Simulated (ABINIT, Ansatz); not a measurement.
# CsGeCl3 (R3m): G0W0 with ABINIT, start to end, part 3 of 3

Aim: the G0W0 gap of CsGeCl3 (R3m) on LDA, step by step.

ABINIT 10.8.3; LDA and many-body steps on it, plane waves. Known limits of the many-body steps: not at the basis limit; no spin-orbit coupling; coarse k mesh.

So far. Step 4 (Empty states on the mesh, 2×2×2 mesh, 562 bands): On this mesh the gap is 1.977 eV. Step 5 (Screening, 2×2×2 mesh, 512 bands, screening to 217.7 eV): Local fields lower ε∞ by 18 %. On a Γ-centred mesh this coarse the value itself is usually too large, while a short band sum pulls it down.

### 6. Self-energy, 2×2×2 mesh, 512 bands, screening to 217.7 eV

The self-energy is evaluated for the states that the input lists, and the levels follow from it, in one-shot runs by the linearised quasiparticle equation.

This step: G0W0 on LDA, plane waves, norm-conserving pseudopotentials.

The input, run.abi:

```
acell 3*1.0 Angstrom
rprim 
  3.846816390705 2.220960478697 3.178300533600
  -3.846816390705 2.220960478697 3.178300533600
  0.000000000000 -4.441920957394 3.178300533600
ntypat 3
znucl 55 32 17
natom 5
typat 1 2 3 3 3
xred 
  0.998403350000 0.998403350000 0.998403350000
  0.515533150000 0.515533150000 0.515533150000
  0.496712670000 0.496712670000 0.948638170000
  0.496712670000 0.948638170000 0.496712670000
  0.948638170000 0.496712670000 0.496712670000
pp_dirpath "pseudos"
pseudos "Cs.upf, Ge.upf, Cl.upf"
ecut 56
ngkpt 2 2 2
nshiftk 1
shiftk 0 0 0
kptopt 1
chksymbreak 0
istwfk *1
occopt 1
irdwfk 1
optdriver 4
nband 512
gwcalctyp 0
ecutsigx 56
symsigma 1
nkptgw 2
kptgw 
  0.5000000000 0.5000000000 0.5000000000
  0.0000000000 0.0000000000 0.0000000000
bdgw 
  25 28
  24 29
ecuteps 8
irdscr 1
ppmodel 1
indata_prefix "in"
outdata_prefix "out"
tmpdata_prefix "tmp"
```

The run is started by

```sh
> OMP_NUM_THREADS=1 mpirun -n 16 abinit run.abi > log
```

Numbers of over 12 decimals in the logs are rounded to 6 here.

Output:

```text
.Version 10.8.3 of ABINIT. v10.8.2 released Aug 2026.

 Symmetries : space group R3 m (#160); Bravais hR (rhombohedral)
[... echo of the input left out ...]
== DATASET  1 ==================================================================
-   mpi_nproc: 16, omp_nthreads: 1 (-1 if OMP is not activated)

--- !DatasetInfo
iteration_state: {dtset: 1, }
dimensions: {natom: 5, nkpt: 4, mband: 512, nsppol: 1, nspinor: 1, nspden: 1, mpw: 22041, }
cutoff_energies: {ecut:  56.0, pawecutdg:  -1.0, }
electrons: {nelect:   5.20000000E+01, charge:   0.00000000E+00, occopt:   1.00000000E+00, tsmear:   1.00000000E-02, }

 SIGMA: Calculation of the GW corrections

 Based on a program developped by R.W. Godby, V. Olevano, G. Onida, and L. Reining.
 Incorporated in ABINIT by V. Olevano, G.-M. Rignanese, and M. Torrent.
.Using double precision arithmetic ; gwpc =  8

[... cell and pseudopotentials left out ...]
--------------------------------------------------------------------------------

 ==== K-mesh for the wavefunctions ====
 Number of points in the irreducible wedge :     4
[... list of points left out ...]
 Together with  6 symmetry operations and time-reversal symmetry
 yields     8 points in the full Brillouin Zone.

 ==== Q-mesh for screening function ====
 Number of points in the irreducible wedge :     4
[... list of points left out ...]
 Together with  6 symmetry operations and time-reversal symmetry
 yields     8 points in the full Brillouin Zone.

 vcoul_init : cutoff-mode = AUXILIARY_FUNCTION
 q-points for optical limit:   1
     1)      0.000010    0.000020    0.000030
 setmesh: FFT mesh size selected  =    72x   72x   72
          total number of points  =       373248

 Number of electrons calculated from density =   52.0000; Expected =   52.0000
 average of density, n =  0.047295
 r_s =    1.7154
 omega_plasma =   20.9780 [eV]

 === KS Band Gaps ===
  >>>> For spin  1
   Minimum direct gap =   1.9771 [eV], located at k-point      :   0.5000  0.5000  0.5000
   Fundamental gap    =   1.9771 [eV], Top of valence bands at :   0.5000  0.5000  0.5000
                                       Bottom of conduction at :   0.5000  0.5000  0.5000
 SIGMA fundamental parameters:
 PLASMON POLE MODEL  1
 number of plane-waves for SigmaX                22041
 number of plane-waves for SigmaC and W           1207
 number of plane-waves for wavefunctions         22041
 number of bands                                   512
 number of independent spin polarizations            1
 number of spinorial components                      1
 number of k-points in IBZ                           4
 number of q-points in IBZ                           4
 number of symmetry operations                       6
 number of k-points in BZ                            8
 number of q-points in BZ                            8
 number of frequencies for dSigma/dE                 9
 frequency step for dSigma/dE [eV]                0.25
 number of omega for Sigma on real axis              0
 max omega for Sigma on real axis  [eV]           0.00
 zcut for avoiding poles [eV]                     0.10

 EPSILON^-1 parameters (SCR file):
 dimension of the eps^-1 matrix on file           1207
 dimension of the eps^-1 matrix used              1207
 number of plane-waves for wavefunctions         22041
 number of bands                                   512
 number of q-points in IBZ                           4
 number of frequencies                               2
 number of real frequencies                          1
 number of imag frequencies                          1

 matrix elements of self-energy operator (all in [eV])

 Perturbative Calculation

--- !SelfEnergy_ee
iteration_state: {dtset: 1, }
kpoint     : [   0.500,    0.500,    0.500, ]
spin       : 1
KS_gap     :    1.977
QP_gap     :    3.722
Delta_QP_KS:    1.745
data: !SigmaeeData |
     Band     E0 <VxcDFT>   SigX SigC(E0)      Z dSigC/dE  Sig(E)    E-E0       E
       25  -0.190 -14.219 -18.514   2.536   0.768  -0.301 -15.571  -1.352  -1.543
       26   1.959 -14.764 -16.833   1.046   0.784  -0.275 -15.566  -0.802   1.156
       27   3.936 -11.282  -6.604  -3.508   0.806  -0.240 -10.339   0.943   4.878
       28   3.936 -11.282  -6.604  -3.508   0.806  -0.240 -10.339   0.943   4.878

--- !SelfEnergy_ee
iteration_state: {dtset: 1, }
kpoint     : [   0.000,    0.000,    0.000, ]
spin       : 1
KS_gap     :    5.520
QP_gap     :    7.420
Delta_QP_KS:    1.900
data: !SigmaeeData |
     Band     E0 <VxcDFT>   SigX SigC(E0)      Z dSigC/dE  Sig(E)    E-E0       E
       24  -0.526 -14.055 -18.275   2.504   0.769  -0.300 -15.375  -1.320  -1.847
       25  -0.526 -14.055 -18.275   2.504   0.769  -0.300 -15.375  -1.320  -1.847
       26  -0.340 -13.977 -17.781   2.223   0.771  -0.297 -15.196  -1.219  -1.559
       27   5.180  -7.348  -3.022  -3.513   0.838  -0.194  -6.667   0.681   5.862
       28   6.059  -7.267  -2.987  -3.402   0.840  -0.191  -6.530   0.737   6.796
       29   6.059  -7.267  -2.987  -3.402   0.840  -0.191  -6.530   0.737   6.796

== END DATASET(S) ==============================================================
================================================================================

 -outvars: echo values of variables after computation  --------
           etotal      0.0000000000E+00
            nband         512
             nkpt           4
          spgroup         160
 [... the other variables as echoed above ...]

 Calculation completed.
```

Run time: 94 s. Hardware: 16 MPI ranks of Arm Neoverse V1, shared host; peak memory 13 GiB; 25 min of CPU time.

This step gave:

```yaml
g0w0_gap_on_the_points_computed: 3.722 eV
starting_gap_on_the_mesh: 1.977 eV
k_of_the_valence_top: 0.5, 0.5, 0.5
k_of_the_conduction_bottom: 0.5, 0.5, 0.5
z_at_the_valence_top: 0.784
z_at_the_conduction_bottom: 0.806
least_direct_g0w0_gap_on_the_computed_points: 3.722 eV
```

The gap on the mesh goes from 1.98 eV to 3.72 eV, a correction of +1.74 eV.

Limits: finite bands, cutoff and mesh; no spin-orbit coupling; coarse k mesh. v1 is the top filled band, c1 the lowest empty one. The levels before and after the correction (eV, zero at the valence-band top of each column):

```csv
,conduction bottom,valence top
Kohn-Sham,1.98,0.00
G0W0,3.72,0.00
```

```csv
,level,energy (eV)
Kohn-Sham,(0.5 0.5 0.5) v2,-2.149
Kohn-Sham,(0.5 0.5 0.5) v1,0.000
Kohn-Sham,(0.5 0.5 0.5) c1-c2,1.977
G0W0,(0.5 0.5 0.5) v2,-2.699
G0W0,(0.5 0.5 0.5) v1,0.000
G0W0,(0.5 0.5 0.5) c1-c2,3.722
```

### 7. Where the time went

Times are wall times on the hardware named with each run, good to a factor of about two.

```csv
step,time,share,memory (GiB)
ground state,55 s,6 %,2.0
bands along the symmetry lines,52 s,6 %,2.0
empty states on the mesh,8 min,54 %,1.6
screening,3.5 min,23 %,13
self-energy,94 s,11 %,13
```

### 8. Results

| Property | Result |
| --- | --- |
| LDA gap | 1.98 eV, indirect (only 2 meV under the direct gap) |
| G0W0 gap on the mesh | 3.72 eV |
| GW settings | 2×2×2 mesh, 512 bands, screening to 217.7 eV, Godby-Needs plasmon pole |
| known limits | not at the basis limit; no spin-orbit coupling; coarse k mesh |

**Reading.** G0W0 moves the gap on the mesh from 1.98 eV to 3.72 eV (+1.74 eV), with Z of 0.78 and 0.81 at the edges. Local fields lower the RPA ε∞ on this mesh from 7.24 to 5.96; a Γ-centred mesh this coarse tends to raise both, most where the direct gap is narrow, while a short band sum lowers them. Only 2 of the mesh's irreducible points were corrected, so a valley elsewhere could overtake. The dearest step here is «empty states on the mesh». Bands and cutoff are finite, so the gap is not at the basis limit. The miss can reach some tenths of an eV and take either sign; the mesh is an error of its own. In the G0W0 run levels were corrected at 2 k points alone, so a gap called «on the mesh» is the least over those, and an edge elsewhere would be missed. The 2×2×2 mesh is coarse for this cell, which bears on the long-range parts of exchange and screening. The many-body steps are scalar-relativistic: spin-orbit coupling is not in them.

[Paths, hosts, dates, memory and timing lines, banners, echoed tables and standing remarks are left out of the program output.]

[Logs are printed without paths, hosts, clocks, repeated set-up lines and the standing remarks that a program may print on its own settings, such as how far it seeks lower states.]

[Runs of the session that timed out or met a known fault of the program may be left out.]

[Hosts, paths, dates, database ids (printed as entryN), source tags and the programs' standing remarks are cut or masked in the printed files.]

[G0W0 gaps are taken among the corrected bands and points alone; a level outside them can change the order at an edge.]

[Where Ansatz stands beside ABINIT at settings called matched, ABINIT's density can come from a denser mesh and the files from another edition; pairs whose starting gaps differed by over 0.03 eV were left out, so agreement reads better than it is.]
